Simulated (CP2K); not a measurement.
Two runs for the N K edge of aminooxirane. Run A: CP2K XAS_TDP, all-electron GAPW, PBEh(45%), aug-cc-pVDZ, TDA, no relativity. Run B differs in one setting.

First lines with a strength over 0.0015. A:

| atom | energy (eV) | states | strength, one atom |
| --- | --- | --- | --- |
| N1 (bonded to C and 2 H) | 397.95 | 1 | 0.0105 |
|  | 398.68 | 1 | 0.0239 |
|  | 399.45 | 1 | 0.0049 |
|  | 399.93 | 1 | 0.0067 |
|  | 400.12 | 1 | 0.0043 |

B:

| atom | energy (eV) | states | strength, one atom |
| --- | --- | --- | --- |
| N1 (bonded to C and 2 H) | 400.13 | 1 | 0.0124 |
|  | 400.87 | 1 | 0.0285 |
|  | 401.79 | 1 | 0.0067 |
|  | 402.29 | 1 | 0.0074 |
|  | 402.50 | 1 | 0.0037 |

**Question.** Which was it: the basis, scalar relativity switched on, the functional, GW2X switched on?

The functional (functional from PBEh(45%) to BHandHLYP; the lines alone don't name the new value). A functional moves all lines by electronvolts and changes their spacings and strengths. Against PBEh(45%) in aug-cc-pVDZ, the leading line moves by +2.18 eV, to 400.13 eV; the strength of N1's goes from 0.0105 to 0.0124.

[Hosts, paths, dates, database ids (printed as entryN), source tags and the programs' standing remarks are cut or masked in the printed files.]
